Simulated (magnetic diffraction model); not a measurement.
# Rb2MnTlBr6: the ordered moment from one line

Space group Fm-3m (no. 225), a = 11.3800 Å.

| site | atom | x | y | z |
| --- | --- | --- | --- | --- |
| 4b | Tl | 1/2 | 0 | 0 |
| 8c | Rb | 1/4 | 3/4 | 3/4 |
| 24e | Br | 0 | 0 | 0.7649 |
| 4a | Mn | 0 | 0 | 0 |

The compound is invented for this exercise: a known structure type with other elements, its cell scaled to their sizes and not relaxed.

Only Mn is taken to order (form factors of Mn3+); orders and moment sizes are assumed, and not adapted to the symmetry. Radiation: neutrons of λ = 2.567 Å, 3° to 90°; isotropic B of 0.42 Å² (Tl), 0.61 Å² (Rb), 0.77 Å² (Br) and 0.81 Å² (Mn). The intensities are simulated: I ∝ L Σ (|F_N|² + |F_M⊥|²) for unpolarised neutrons, with F_M = 2.695 fm/μB × Σ f(s) S exp(2πi Q·r) exp(−B s²) at Q = H ± k (one set where k and −k are equivalent), only the part normal to Q counting and L = 1/(sin²θ cos θ). For a modulated order the moment at position r is S exp(−2πi k·r) + c.c., with S = m/2 for a sine wave of amplitude m and S = m(u + iv)/2 for moments turning in a plane, u and v being orthogonal unit vectors in it; the phase factor of the sum at Q = H + k is then exp(2πi H·r). Form factors are spin-only for 3d ions and dipole or tabulated for f ions, scattering lengths are Sears's of 1992, and absorption is left out. A label names one of the reflections at its angle. The strongest nuclear line in the range is 100, and lines under 0.2 are left out.

In a first state the assumed order is k = (0 0 1/4), a sine wave with moments along [100] (amplitudes given), 3.87 μB on Mn, with this pattern:

```csv
2θ (°),index,nuclear,magnetic
3.23,(0 0 1/4),0.0,51.4
20.80,(1 1 3/4),0.0,2.8
22.53,(1 1 1),12.1,0.0
22.77,(0 0 7/4),0.0,0.9
24.58,(1 1 5/4),0.0,2.3
26.07,(2 0 0),2.0,0.0
26.28,(2 0 1/4),0.0,1.4
29.40,(0 0 9/4),0.0,0.5
34.88,(2 0 7/4),0.0,1.0
37.21,(2 2 0),3.5,0.0
37.36,(2 2 1/4),0.0,0.6
39.70,(2 0 9/4),0.0,0.8
40.82,(1 1 11/4),0.0,0.9
43.01,(3 1 3/4),0.0,0.9
43.93,(3 1 1),25.6,0.0
44.06,(2 2 7/4),0.0,0.5
```
(The table stops after 16 lines; 28 more lie at higher angle.)

**Question.** Nearer the ordering temperature the line at 3.23° has total intensity 37.1 on the same scale, and all moments have shrunk alike. How large is the Mn moment?

The nuclear part, 0.0, stays, so the magnetic part is 37.1 against 51.4. It goes as m², so m = 3.87 × √(37.1/51.4) = 3.29 μB; the value used was 3.29 μB.

[Logs are printed without paths, hosts, clocks, repeated set-up lines and the standing remarks that a program may print on its own settings, such as how far it seeks lower states.]
